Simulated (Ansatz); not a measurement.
# Te on Ni(100): change of the work function, part 5 of 5

Aim: the work function of Ni(100) at several coverages of Te (bridge site), and the dipole that each adsorbate carries.

Ansatz 0.2.0; plane-wave DFT, RPBE, Ansatz PAW (the session's first sound run).

So far, work function, upper face (eV): step 2 (the clean slab) 4.71; step 4 (adsorbate added, coverage 0.5 ML) 4.24; step 6 (the slab at 0.25 ML, atoms frozen) 4.60; step 7 (the substrate of the 0.25 ML cell alone) 4.71; step 8 (the adsorbate layer of the 0.25 ML cell alone) 5.11.

### 10. Varying the input: hamiltonian.xc = "revpbe" and basis.xc_grid = 1

This step: plane-wave DFT, RPBE, Ansatz PAW, but for the change named below (Ansatz 0.2.0).

System of this step: Te/Ni(100). The cell holds 18 atoms: 16 Ni and 2 Te. Cell: a = 4.978 Å, b = 4.978 Å, c = 25.765 Å, α = 90.0°, β = 90.0°, γ = 90.0°. Vacuum lies along c.

A run with a changed input: it repeats the earlier run at 0.5 ML with hamiltonian.xc from rpbe to revpbe and basis.xc_grid to 1.

Input file input.yaml:

```yaml
crystal:
  lattice:
    - [4.9780317396, 0.0, 0.0]
    - [0.0, 4.9780317396, 0.0]
    - [0.0, 0.0, 25.764863323]
  atoms:
    - { symbol: Ni, position: [0.25, 0.25, 0.3493129339], spin: 0.78 }
    - { symbol: Ni, position: [0.0, 0.0, 0.4176230188], spin: 0.71 }
    - { symbol: Ni, position: [0.25, 0.25, 0.4881965863], spin: 0.71 }
    - { symbol: Ni, position: [0.0, 0.0, 0.5554641274], spin: 0.77 }
    - { symbol: Ni, position: [0.25, 0.75, 0.3493129339], spin: 0.78 }
    - { symbol: Ni, position: [0.0, 0.5, 0.4176230188], spin: 0.71 }
    - { symbol: Ni, position: [0.25, 0.75, 0.4881965863], spin: 0.71 }
    - { symbol: Ni, position: [0.0, 0.5, 0.5554641274], spin: 0.77 }
    - { symbol: Ni, position: [0.75, 0.25, 0.3493129339], spin: 0.78 }
    - { symbol: Ni, position: [0.5, 0.0, 0.4176230188], spin: 0.71 }
    - { symbol: Ni, position: [0.75, 0.25, 0.4881965863], spin: 0.71 }
    - { symbol: Ni, position: [0.5, 0.0, 0.5554641274], spin: 0.77 }
    - { symbol: Ni, position: [0.75, 0.75, 0.3493129339], spin: 0.78 }
    - { symbol: Ni, position: [0.5, 0.5, 0.4176230188], spin: 0.71 }
    - { symbol: Ni, position: [0.75, 0.75, 0.4881965863], spin: 0.71 }
    - { symbol: Ni, position: [0.5, 0.5, 0.5554641274], spin: 0.77 }
    - { symbol: Te, position: [0.25, 0.0, 0.6506870661] }
    - { symbol: Te, position: [0.75, 0.5, 0.6506870661] }
magnetization:
  spin_polarized: true
kpoints:
  mp_grid: { grid: [6, 6, 1] }
hamiltonian:
  xc: revpbe
scf:
  occupations: { method: fermi_dirac, width: 0.1 }
  convergence: { dr2_threshold: 1.0e-08 }
efield:
  axis: 3
  dipole_correction: true
  ramp_position: 0.97
  ramp_width: 0.06
relax:
  f_tol: 0.02
  max_steps: 60
  constraints: [{ sites: [0, 1, 4, 5, 8, 9, 12, 13] }]
output:
  bader: true
  dos: { projected: true, e_range: [-8, 4] }
  write_potential: true
  write_density: true
  volumetric_format: npy
basis:
  xc_grid: 1
```

Command:

```bash
$ ansatz run input.yaml --threads 4 --pin off --max-ram 12288MiB --backend cpu --events-out ev --progress --plain --runs-dir out
```

Numbers of over 12 decimals in the logs are rounded to 6 here.

Output:

```text
[...]
Crystal: 18 atoms, lattice volume = 638.474 Å³
Basis set: ecut = 420 eV, 12507 PW (Γ)
Bands: 200, of which v1, the nominal top of the filled ones, is band 160 counted from 1 (159 counted from 0)
Symmetry: 8 space group operations
k-points: 16 of 36
[...]
Starting moments: Σ|m| = 11.88 μB on 16 of 18 sites
[...]
SCF iter   1: F=—  HF=-107444.269192 eV  |F-HF|=—  |Δ(HF+E_count)|=         —  Δρ=1.64e-2 (↑1.64e-2 ↓1.60e-2)  dr2=9.71e1  dr2_m=3.34e-1  M=11.247 μB ∫|m|=11.924 μB  β_m=1.00  ethr=3.10e-3  p=-0.000 e·Å  D=-1.26e-6 V/Å  ΔV_dip=0.00 eV  dr2_dipole=2.53e1  V_vac-E_F(+/−)=6.64/6.64 eV  ⟨swp⟩=10.2  Hψ=31803  notcnv=0  defer=389
[...]
SCF iter  18: F=-107461.164640 eV  HF=-107461.164640 eV  |F-HF|=4.09e-9  |Δ(HF+E_count)|=  8.44e-10  Δρ=6.94e-7 (↑2.31e-7 ↓6.94e-7)  dr2=5.56e-9  dr2_m=3.98e-10  M=10.605 μB ∫|m|=12.109 μB  ethr=1.83e-12  p=0.044 e·Å  D=1.25e-2 V/Å  ΔV_dip=-0.32 eV  dr2_dipole=4.35e-10  V_vac-E_F(+/−)=4.43/4.76 eV  ⟨swp⟩=14.4  Hψ=51490  notcnv=0
SCF 1 converged in 18 iterations: F = -107461.164640 eV  dr2 = 5.56e-9
[...]
relax step   1: F+E_penalty+E_count = -107461.16464006 eV  Δ(F+E_penalty+E_count) = +0.000e0 eV  max|allowed force component| = 1.191e0 eV/Å  Δτ_max = 0.0000 Å  (18 SCF iters, accepted)
[...]
SCF iter  14: F=-107461.545243 eV  HF=-107461.545243 eV  |F-HF|=8.80e-9  |Δ(HF+E_count)|=   3.64e-9  Δρ=6.35e-7 (↑1.31e-7 ↓6.35e-7)  dr2=7.33e-9  dr2_m=6.48e-10  M=10.055 μB ∫|m|=11.500 μB  ethr=1.00e-12  p=0.063 e·Å  D=1.77e-2 V/Å  ΔV_dip=-0.46 eV  dr2_dipole=1.36e-9  V_vac-E_F(+/−)=4.30/4.76 eV  ⟨swp⟩=11.6  Hψ=43686  notcnv=0
SCF 2 converged in 14 iterations: F = -107461.545243 eV  dr2 = 7.33e-9
relax step   2: F+E_penalty+E_count = -107461.54524337 eV  Δ(F+E_penalty+E_count) = -3.806e-1 eV  max|allowed force component| = 5.388e-1 eV/Å  Δτ_max = 0.1949 Å  (14 SCF iters, accepted)
SCF iter   1: F=—  HF=-107461.586407 eV  |F-HF|=—  |Δ(HF+E_count)|=         —  Δρ=4.33e-3 (↑4.33e-3 ↓2.88e-3)  dr2=2.15e-1  dr2_m=5.74e-2  M=9.658 μB ∫|m|=11.115 μB  β_m=1.00  ethr=3.36e-4  p=0.063 e·Å  D=1.77e-2 V/Å  ΔV_dip=-0.46 eV  dr2_dipole=6.92e-2  V_vac-E_F(+/−)=4.25/4.71 eV  ⟨swp⟩=4.9  Hψ=16893  notcnv=0  defer=646
[...]
SCF iter  17: F=-107461.578335 eV  HF=-107461.578335 eV  |F-HF|=8.99e-9  |Δ(HF+E_count)|=  1.89e-10  Δρ=6.81e-7 (↑1.48e-7 ↓6.81e-7)  dr2=8.82e-9  dr2_m=4.50e-10  M=9.475 μB ∫|m|=10.860 μB  ethr=1.00e-12  p=0.076 e·Å  D=2.15e-2 V/Å  ΔV_dip=-0.56 eV  dr2_dipole=1.16e-9  V_vac-E_F(+/−)=4.20/4.76 eV  ⟨swp⟩=11.8  Hψ=39393  notcnv=0
SCF 3 converged in 17 iterations: F = -107461.578335 eV  dr2 = 8.82e-9
[...]
relax step   3: F+E_penalty+E_count = -107461.57833492 eV  Δ(F+E_penalty+E_count) = -3.309e-2 eV  max|allowed force component| = 5.680e-1 eV/Å  Δτ_max = 0.1492 Å  (17 SCF iters, accepted)
[...]
relax step   4: F+E_penalty+E_count = -107461.53634154 eV  Δ(F+E_penalty+E_count) = +4.199e-2 eV  max|allowed force component| = 4.858e-1 eV/Å  Δτ_max = 0.0893 Å  (17 SCF iters, rejected (line search))
[...]
relax step   5: F+E_penalty+E_count = -107461.61791023 eV  Δ(F+E_penalty+E_count) = -3.958e-2 eV  max|allowed force component| = 1.010e-1 eV/Å  Δτ_max = 0.0435 Å  (14 SCF iters, accepted)
SCF iter   1: F=—  HF=-107461.619798 eV  |F-HF|=—  |Δ(HF+E_count)|=         —  Δρ=5.36e-4 (↑4.35e-4 ↓5.36e-4)  dr2=5.79e-3  dr2_m=5.00e-4  M=9.621 μB ∫|m|=11.021 μB  β_m=1.00  ethr=3.13e-5  p=0.072 e·Å  D=2.04e-2 V/Å  ΔV_dip=-0.53 eV  dr2_dipole=1.55e-3  V_vac-E_F(+/−)=4.24/4.76 eV  ⟨swp⟩=2.8  Hψ=11207  notcnv=0  defer=691
[...]
SCF iter  14: F=-107461.619717 eV  HF=-107461.619717 eV  |F-HF|=7.07e-9  |Δ(HF+E_count)|=  5.24e-10  Δρ=6.82e-7 (↑1.34e-7 ↓6.82e-7)  dr2=6.11e-9  dr2_m=5.30e-10  M=9.637 μB ∫|m|=11.042 μB  ethr=1.00e-12  p=0.071 e·Å  D=2.01e-2 V/Å  ΔV_dip=-0.52 eV  dr2_dipole=5.48e-11  V_vac-E_F(+/−)=4.24/4.76 eV  ⟨swp⟩=10.1  Hψ=38171  notcnv=0
SCF 6 converged in 14 iterations: F = -107461.619717 eV  dr2 = 6.11e-9
relax step   6: F+E_penalty+E_count = -107461.61971674 eV  Δ(F+E_penalty+E_count) = -1.807e-3 eV  max|allowed force component| = 3.411e-3 eV/Å  Δτ_max = 0.0219 Å  (14 SCF iters, accepted)
[...]
SCF converged after 14 iterations
Magnetization: 9.6372 μB (164.8186 up, 155.1814 down)
Absolute magnetization: 11.0536 μB (∫|ρ↑−ρ↓|, with the PAW one-centre terms)
[...]
Per-site moments (μB) at R_I (Å): [(0.779976, 1.026719), (0.705583, 1.026719), (0.658587, 1.025925), (0.404219, 1.011438), (0.779976, 1.026719), (0.705583, 1.026719), (0.658587, 1.025925), (0.404219, 1.011438), (0.779976, 1.026719), (0.705583, 1.026719), (0.658587, 1.025925), (0.404219, 1.011438), (0.779976, 1.026719), (0.705583, 1.026719), (0.658587, 1.025925), (0.404219, 1.011438), (0.00501072, 1.026797), (0.00501072, 1.026797)]
Free energy (F): -107461.619717 eV
[...]
Internal energy: -107460.659223 eV  (E = F + TS)
E sigma→0 (E₀):  -107461.139470 eV
Entropy (-TS):   -0.960494 eV (-53.361 meV/atom)
Fermi energy:    3.147808 eV
Dipole field:    D = 0.020138 V/Å  (p = 0.071055 e·Å, saw-weighted, corrected)
Work function:   Φ+ = 4.2380 eV   Φ− = 4.7568 eV
[...]
--- Forces (eV/Å), atoms counted from 1 ---
  atom   1  Ni    -0.00000000    -0.01290696     0.17779105
  atom   2  Ni    -0.05864378     0.00000000    -0.17850948
  atom   3  Ni     0.00000000     0.00033975     0.00199703
  atom   4  Ni    -0.00341135    -0.00000000    -0.00105448
  atom   5  Ni    -0.00000000     0.01290696     0.17779105
  atom   6  Ni     0.05864378     0.00000000    -0.17850948
  atom   7  Ni     0.00000000    -0.00033975     0.00199703
  atom   8  Ni     0.00341135     0.00000000    -0.00105448
  atom   9  Ni    -0.00000000     0.01290696     0.17779105
  atom  10  Ni     0.05864378     0.00000000    -0.17850948
  atom  11  Ni     0.00000000    -0.00033975     0.00199703
  atom  12  Ni     0.00341135     0.00000000    -0.00105448
  atom  13  Ni    -0.00000000    -0.01290696     0.17779105
  atom  14  Ni    -0.05864378     0.00000000    -0.17850948
  atom  15  Ni     0.00000000     0.00033975     0.00199703
  atom  16  Ni    -0.00341135    -0.00000000    -0.00105448
  atom  17  Te     0.00000000    -0.00000000    -0.00042682
  atom  18  Te     0.00000000    -0.00000000    -0.00042682
  max |Σ_I F_I| component: 4.29e-5 eV/Å
--- Band table (eV; the first three rows and the last of 32) ---
  k-point 0 ↑: bands = [... 156 lower, 2.5791, 2.6878, 2.6994, 2.7478, 2.8105, 2.9258, 3.0574, 3.5773, ... 36 higher]
  k-point 1 ↑: bands = [... 156 lower, 2.6048, 2.6227, 2.6712, 2.6953, 2.7686, 2.8093, 2.8219, 2.8952, ... 36 higher]
  k-point 2 ↑: bands = [... 156 lower, 2.5089, 2.5345, 2.5443, 2.6034, 2.6102, 2.6456, 2.7542, 2.7645, ... 36 higher]
  k-point 15 ↓: bands = [... 156 lower, 2.9422, 2.9422, 3.2249, 3.2249, 3.3580, 3.3580, 3.3784, 3.3784, ... 36 higher]
--- Relaxed structure (6 steps of the walk, 5 accepted, 0 SCFs on fresh bases) ---
  F+E_penalty+E_count = -107461.61971674 eV   max|allowed force component| = 3.411e-3 eV/Å
  atoms:
    - { symbol: Ni, position: [0.25, 0.25, 0.349313] }
    - { symbol: Ni, position: [0.0, 0.0, 0.4176230188] }
    - { symbol: Ni, position: [0.25, 0.249807, 0.487289] }
    - { symbol: Ni, position: [-0.00372076, 0, 0.556615] }
    - { symbol: Ni, position: [0.25, 0.750000, 0.349313] }
    - { symbol: Ni, position: [0.0, 0.5, 0.4176230188] }
    - { symbol: Ni, position: [0.25, 0.750193, 0.487289] }
    - { symbol: Ni, position: [0.00372076, 0.5, 0.556615] }
    - { symbol: Ni, position: [0.750000, 0.25, 0.349313] }
    - { symbol: Ni, position: [0.5, 0.0, 0.4176230188] }
    - { symbol: Ni, position: [0.750000, 0.250193, 0.487289] }
    - { symbol: Ni, position: [0.503721, 0, 0.556615] }
    - { symbol: Ni, position: [0.750000, 0.750000, 0.349313] }
    - { symbol: Ni, position: [0.5, 0.5, 0.4176230188] }
    - { symbol: Ni, position: [0.750000, 0.749807, 0.487289] }
    - { symbol: Ni, position: [0.496279, 0.5, 0.556615] }
    - { symbol: Te, position: [0.25, 0, 0.639866] }
    - { symbol: Te, position: [0.750000, 0.5, 0.639866] }
--- Bader charges: 18 sites ---
  site symbol  charge [e]  shift [e]    m [muB]
     0     Ni     -0.0152     0.0001     0.7370
     1     Ni      0.0174     0.0001     0.6640
     2     Ni      0.0006     0.0001     0.6226
     3     Ni      0.0175     0.0012     0.3783
     4     Ni     -0.0152     0.0001     0.7370
     5     Ni      0.0174     0.0001     0.6640
     6     Ni      0.0006     0.0001     0.6226
     7     Ni      0.0175     0.0012     0.3783
     8     Ni     -0.0152     0.0001     0.7370
     9     Ni      0.0174     0.0001     0.6640
    10     Ni      0.0006     0.0001     0.6226
    11     Ni      0.0175     0.0012     0.3783
    12     Ni     -0.0152     0.0001     0.7370
    13     Ni      0.0174     0.0001     0.6640
    14     Ni      0.0006     0.0001     0.6226
    15     Ni      0.0175     0.0012     0.3783
    16     Te     -0.0407     0.0025     0.0147
    17     Te     -0.0407     0.0025     0.0147
  estimated error of the sums over rays = 3.9e-4 e
```

It took 28 min on 4 threads of Arm Neoverse V1, shared host; peak memory 5 GiB; 1.8 h of CPU time.

Step by step:

```
step  energy less that of the first step (eV)  largest force component (eV/Å)
   1                                   0.0000                          1.1908
   2                                  -0.3806                          0.5388
   3                                  -0.4137                          0.5680
   4                                  -0.3717                          0.4859
   5                                  -0.4533                          0.1010
   6                                  -0.4551                          0.0034
```

Relaxation step 4 was tried and not accepted.

Forces are held to the 8 operations that the run works with; a distortion that breaks them can't arise in this run.

The atoms that moved most (Å):

```
atom      dx      dy      dz  length
Te18   0.000   0.000  -0.279   0.279
Te17   0.000   0.000  -0.279   0.279
 Ni4  -0.019   0.000   0.030   0.035
 Ni8   0.019   0.000   0.030   0.035
Ni12   0.019   0.000   0.030   0.035
Ni16  -0.019   0.000   0.030   0.035
 Ni3   0.000  -0.001  -0.023   0.023
Ni11   0.000   0.001  -0.023   0.023
```

Final coordinates:

```
Ni Te
1.0
     4.97803    0.00000    0.00000
     0.00000    4.97803    0.00000
     0.00000    0.00000   25.76486
Ni Te
16 2
Direct
  0.25000 0.25000 0.34931
  0.00000 0.00000 0.41762
  0.25000 0.24981 0.48729
  0.99628 0.00000 0.55661
  0.25000 0.75000 0.34931
  0.00000 0.50000 0.41762
  0.25000 0.75019 0.48729
  0.00372 0.50000 0.55661
  0.75000 0.25000 0.34931
  0.50000 0.00000 0.41762
  0.75000 0.25019 0.48729
  0.50372 0.00000 0.55661
  0.75000 0.75000 0.34931
  0.50000 0.50000 0.41762
  0.75000 0.74981 0.48729
  0.49628 0.50000 0.55661
  0.25000 0.00000 0.63987
  0.75000 0.50000 0.63987
```

This step gave:

- energy at zero smearing: -107461.1395 eV
- total moment: 9.637 μB
- work function, upper face: 4.238 eV
- work function, lower face: 4.757 eV
- dipole along the normal: 0.07105 e·Å
- step between the vacuum levels: -0.5188 eV

The density of states has structure finer than the step of the table below, so its rows give means over 0.25 eV, whole bins alone (the curve runs from -8 to 1.98 eV). Peaks (eV: height): total -2.230: 55.2, -1.710: 57.8, -1.530: 56.7, -1.140: 56.6, -0.750: 61.8, -0.630: 68.1, 0.210: 54.4; up -2.230: 40.5, -1.710: 34.7, -1.140: 36.7, -1.080: 35.9, -0.810: 40.7, -0.750: 37.9, -0.630: 50.3; down -1.500: 38.1, -0.840: 29.2, -0.780: 30.7, -0.420: 30.0, -0.120: 29.4, 0.060: 29.1, 0.210: 52.4.

Table of density of states by energy, zero at the Fermi level; means over each step; values in states/eV a cell:

```
energy (eV)  total     up   down
      -7.75   1.10  0.548  0.553
      -7.50   1.04  0.528  0.516
      -7.25   1.08  0.542  0.539
      -7.00   1.16  0.579  0.577
      -6.75   1.70  0.819  0.881
      -6.50   2.61   1.32   1.29
      -6.25   2.99   1.51   1.49
      -6.00   1.86  0.965  0.891
      -5.75   2.53   1.33   1.20
      -5.50   3.80   1.99   1.81
      -5.25   4.31   2.18   2.13
      -5.00   5.45   3.42   2.03
      -4.75   6.05   3.07   2.98
      -4.50   11.3   7.04   4.27
      -4.25   14.4   9.39   4.96
      -4.00   18.8   10.5   8.36
      -3.75   25.4   16.6   8.76
      -3.50   23.0   15.6   7.40
      -3.25   29.5   14.7   14.8
      -3.00   31.6   16.1   15.5
      -2.75   31.2   18.8   12.4
      -2.50   31.9   16.5   15.4
      -2.25   44.3   27.8   16.5
      -2.00   38.3   23.5   14.8
      -1.75   39.2   19.9   19.4
      -1.50   49.6   23.2   26.4
      -1.25   46.0   25.9   20.0
      -1.00   51.2   28.3   22.9
      -0.75   54.8   31.5   23.3
      -0.50   45.2   21.2   24.0
      -0.25   30.9   4.26   26.6
       0.00   30.6   6.14   24.4
       0.25   24.2   2.81   21.4
       0.50   13.5   4.23   9.27
       0.75   6.08   2.34   3.74
       1.00   8.44   4.71   3.73
       1.25   8.12   2.96   5.15
       1.50   6.47   3.71   2.75
       1.75   5.81   2.89   2.92
```

Projected DOS per atom over height of the atomic layer and energy from the Fermi level. Layers: Ni4 Ni4 Ni4 Ni4 Te2 from below.

Ten even steps from '0' (0.01 states/eV) to '9' (3.99 states/eV), each cell a mean:
```
00000
00001
00002
22222
53431
75661
97581
86670
64551
56551
34452
24432
24322
12213
01112
00001
00000
00000
00000
00000
00000
00000
```
Columns: height of the atomic layer (Å) from 9 to 16.5 (not evenly spaced); rows upwards: energy from the Fermi level (eV) from -7.96 to 1.95.

Projected DOS per atom, spin up over height of the atomic layer and energy from the Fermi level. Layers: Ni4 Ni4 Ni4 Ni4 Te2 from below.

Ten even steps from '_' (0.01 states/eV) to '@' (2.28 states/eV), each cell a mean:
```
__________
________..
________::
________..
______....
====****..
@@##++##..
##++++**__
##====**..
******==..
========::
::------::
::++==::::
..--::..::
__........
__________
__________
__________
__________
__________
__________
__________
```
Columns: height of the atomic layer (Å) from 9 to 16.5 (not evenly spaced); rows upwards: energy from the Fermi level (eV) from -7.96 to 1.95.

Projected DOS per atom, spin down over height of the atomic layer and energy from the Fermi level. Layers: Ni4 Ni4 Ni4 Ni4 Te2 from below.

Values in states/eV, 22 rows by 5 columns, each cell a mean:
```
0.15 0.18 0.16 0.14 0.12
0.15 0.16 0.13 0.18 0.44
0.17 0.16 0.15 0.21 0.44
1.00 0.90 0.76 0.61 0.45
1.83 1.40 1.58 1.18 0.36
1.81 1.20 1.22 1.32 0.26
1.71 1.19 1.03 1.71 0.23
1.54 1.23 1.45 1.57 0.22
0.88 0.98 1.13 0.96 0.26
0.86 0.98 0.85 0.97 0.43
0.48 0.75 0.81 0.96 0.61
0.55 1.08 0.90 0.66 0.40
0.27 0.58 0.52 0.40 0.64
0.20 0.37 0.38 0.28 0.60
0.11 0.17 0.20 0.18 0.39
0.09 0.12 0.12 0.13 0.21
0.07 0.12 0.12 0.10 0.10
0.05 0.07 0.07 0.06 0.04
0.07 0.09 0.09 0.07 0.05
0.02 0.06 0.06 0.02 0.01
0.01 0.05 0.05 0.01 0.01
0.01 0.05 0.05 0.01 0.01
```
Columns: height of the atomic layer (Å) from 9 to 16.5 (not evenly spaced); rows upwards: energy from the Fermi level (eV) from -7.96 to 1.95.

```
                      quantity  this run  earlier run  difference
work function, upper face (eV)     4.238        4.237      7.8e-4
work function, lower face (eV)     4.757        4.733       0.024
 dipole along the normal (e·Å)   0.07105      0.06789      0.0032
             total moment (μB)     9.637        9.705      -0.068
```

What moves beyond 0.01 in its unit (for the dipole 0.5 % and 5e-5 e·Å): dipole along the normal (+0.00316 e·Å), total moment (-0.0679 μB) and work function, lower face (+0.0239 eV).

### 11. The same run with other settings

This step: plane-wave DFT, RPBE, Ansatz PAW (Ansatz 0.2.0).

System of this step: Ni(100). The cell holds 4 atoms: 4 Ni. Cell: a = 2.489 Å, b = 2.489 Å, c = 23.280 Å, α = 90.0°, β = 90.0°, γ = 90.0°. Vacuum lies along c.

An input spoilt on purpose, to show how the run answers: it repeats the earlier run at 0 ML with crystal.atoms[0].symbol from Ni to ni, and scf.max_iter set to 80.

Input file input.yaml:

```yaml
crystal:
  lattice:
    - [2.4890158698, 0.0, 0.0]
    - [0.0, 2.4890158698, 0.0]
    - [0.0, 0.0, 23.28]
  atoms:
    - { symbol: ni, position: [0.5, 0.5, 0.3865979381], spin: 0.7 }
    - { symbol: Ni, position: [0.0, 0.0, 0.4621993127], spin: 0.7 }
    - { symbol: Ni, position: [0.5, 0.5, 0.5378006873], spin: 0.7 }
    - { symbol: Ni, position: [0.0, 0.0, 0.6134020619], spin: 0.7 }
magnetization:
  spin_polarized: true
kpoints:
  mp_grid: { grid: [12, 12, 1] }
hamiltonian:
  xc: rpbe
scf:
  occupations: { method: fermi_dirac, width: 0.1 }
  convergence: { dr2_threshold: 1.0e-08 }
  max_iter: 80
efield:
  axis: 3
  dipole_correction: true
  ramp_position: 0.97
  ramp_width: 0.06
relax:
  f_tol: 0.02
  max_steps: 60
  constraints: [{ sites: [0, 1] }]
output:
  write_potential: true
  write_density: true
  volumetric_format: npy
```

Output:

```text
Error: YAML parse error: error: line 7 column 17: `ni` is not an element symbol (H … Og, case-exact)
 --> <input>:7:17
  |
5 |     - [0.0, 0.0, 23.28]
6 |   atoms:
7 |     - { symbol: ni, position: [0.5, 0.5, 0.3865979381], spin: 0.7 }
  |                 ^ `ni` is not an element symbol (H … Og, case-exact)
8 |     - { symbol: Ni, position: [0.0, 0.0, 0.4621993127], spin: 0.7 }
9 |     - { symbol: Ni, position: [0.5, 0.5, 0.5378006873], spin: 0.7 }
  |
```

Elapsed: 0.03 s, on 4 threads; peak memory 0.02 GiB.

The input was rejected at the start.

The program's message: “Error: YAML parse error: error: line 7 column 17: `ni` is not an element symbol (H … Og, case-exact)”

The fault put into the input: an unknown element.

### 12. What came out

| Property | Result |
| --- | --- |
| work function of the clean face | 4.71 eV |
| work function at 0.25 ML | 4.60 eV |
| work function at 0.5 ML | 4.24 eV |
| dipole per adsorbate at 0.25 ML, positive end outwards | 0.09 D |
| step of the potential from the moved charge at 0.25 ML, upper less lower side, atoms held | -0.128 eV |

In words: At the lowest coverage Te changes the work function of Ni(100) by under 0.15 eV, within the error of so thin a slab; the largest change, -0.48 eV, comes at higher coverage. The slab has 4 layers, at the tabulated experimental lattice constant, one starting site was run, and quantum-size effects of a slab this thin can reach one or two tenths of an eV. The magnetic order is the one reached from the typed start; other orders were not compared.

[Logs are printed without paths, hosts, clocks, repeated set-up lines and the standing remarks that a program may print on its own settings, such as how far it seeks lower states.]

[Hosts, paths, dates, database ids (printed as entryN), source tags and the programs' standing remarks are cut or masked in the printed files.]

[Maps of the electrostatic potential energy from Ansatz leave out the sawtooth potential of an applied field or a dipole correction, so their vacuum need not be flat; planar profiles and work functions include it.]

[The density of states shown here was stored with 400 of the rows of the run's finer table, so its peaks can read low, often by over a quarter, or be missed, and its means over a window can be off by a tenth or more.]
